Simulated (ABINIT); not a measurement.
An input for ABINIT 10.8.3 (GaP (F-43m)):

```
acell 3*1.0 Angstrom
rprim 
  0.000000000000 2.725250000000 2.725250000000
  2.725250000000 0.000000000000 2.725250000000
  2.725250000000 2.725250000000 0.000000000000
ntypat 2
znucl 31 15
natom 2
typat 1 2
xred 
  0.000000000000 0.000000000000 0.000000000000
  0.250000000000 0.250000000000 0.250000000000
pp_dirpath "pseudos"
pseudos "Ga.upf, P.upf"
ecut 45
iscf -2
irdden 1
kptopt 0
nkpt 50
kpt 
  0.00000000 0.00000000 0.00000000
  -0.06250000 -0.06250000 0.00000000
  -0.12500000 -0.12500000 0.00000000
  -0.18750000 -0.18750000 0.00000000
  -0.25000000 -0.25000000 0.00000000
  -0.31250000 -0.31250000 0.00000000
  -0.37500000 -0.37500000 0.00000000
  -0.43750000 -0.43750000 0.00000000
  -0.50000000 -0.50000000 0.00000000
  -0.48437500 -0.48437500 0.03125000
  -0.46875000 -0.46875000 0.06250000
  -0.45312500 -0.45312500 0.09375000
  -0.43750000 -0.43750000 0.12500000
  -0.42187500 -0.42187500 0.15625000
  -0.40625000 -0.40625000 0.18750000
  -0.39062500 -0.39062500 0.21875000
  -0.37500000 -0.37500000 0.25000000
  -0.37500000 0.00000000 0.37500000
  -0.32812500 0.00000000 0.32812500
  -0.28125000 0.00000000 0.28125000
  -0.23437500 0.00000000 0.23437500
  -0.18750000 0.00000000 0.18750000
  -0.14062500 0.00000000 0.14062500
  -0.09375000 0.00000000 0.09375000
  -0.04687500 0.00000000 0.04687500
  0.00000000 0.00000000 0.00000000
  0.00000000 0.00000000 0.06250000
  0.00000000 0.00000000 0.12500000
  0.00000000 0.00000000 0.18750000
  0.00000000 0.00000000 0.25000000
  0.00000000 0.00000000 0.31250000
  0.00000000 0.00000000 0.37500000
  0.00000000 0.00000000 0.43750000
  -0.00000000 -0.00000000 0.50000000
  -0.06250000 -0.03125000 0.46875000
  -0.12500000 -0.06250000 0.43750000
  -0.18750000 -0.09375000 0.40625000
  -0.25000000 -0.12500000 0.37500000
  -0.31250000 -0.15625000 0.34375000
  -0.37500000 -0.18750000 0.31250000
  -0.43750000 -0.21875000 0.28125000
  -0.50000000 -0.25000000 0.25000000
  -0.50000000 -0.28125000 0.21875000
  -0.50000000 -0.31250000 0.18750000
  -0.50000000 -0.34375000 0.15625000
  -0.50000000 -0.37500000 0.12500000
  -0.50000000 -0.40625000 0.09375000
  -0.50000000 -0.43750000 0.06250000
  -0.50000000 -0.46875000 0.03125000
  -0.50000000 -0.50000000 0.00000000
istwfk *1
nband 20
nbdbuf 2
tolwfr 1e-08
nstep 40
prtwf 0
prtvol 0
indata_prefix "in"
outdata_prefix "out"
tmpdata_prefix "tmp"
```

```sh
OMP_NUM_THREADS=1 mpirun -n 4 abinit run.abi > log
```

Q: Estimate wall time and host memory on 4 MPI ranks of Intel Xeon Platinum 8559C (Emerald Rapids), shared host.

It took 17 s; on shared hardware allow 8.4 s to 34 s. Peak host memory was 0.35 GiB.

[Paths, hosts, dates, memory and timing lines, banners, echoed tables and standing remarks are left out of the program output.]

[Logs are printed without paths, hosts, clocks, repeated set-up lines and the standing remarks that a program may print on its own settings, such as how far it seeks lower states.]

[Runs of the session that timed out or met a known fault of the program may be left out.]

[Hosts, paths, dates, database ids (printed as entryN), source tags and the programs' standing remarks are cut or masked in the printed files.]

[G0W0 gaps are taken among the corrected bands and points alone; a level outside them can change the order at an edge.]

[Where Ansatz stands beside ABINIT at settings called matched, ABINIT's density can come from a denser mesh and the files from another edition; pairs whose starting gaps differed by over 0.03 eV were left out, so agreement reads better than it is.]
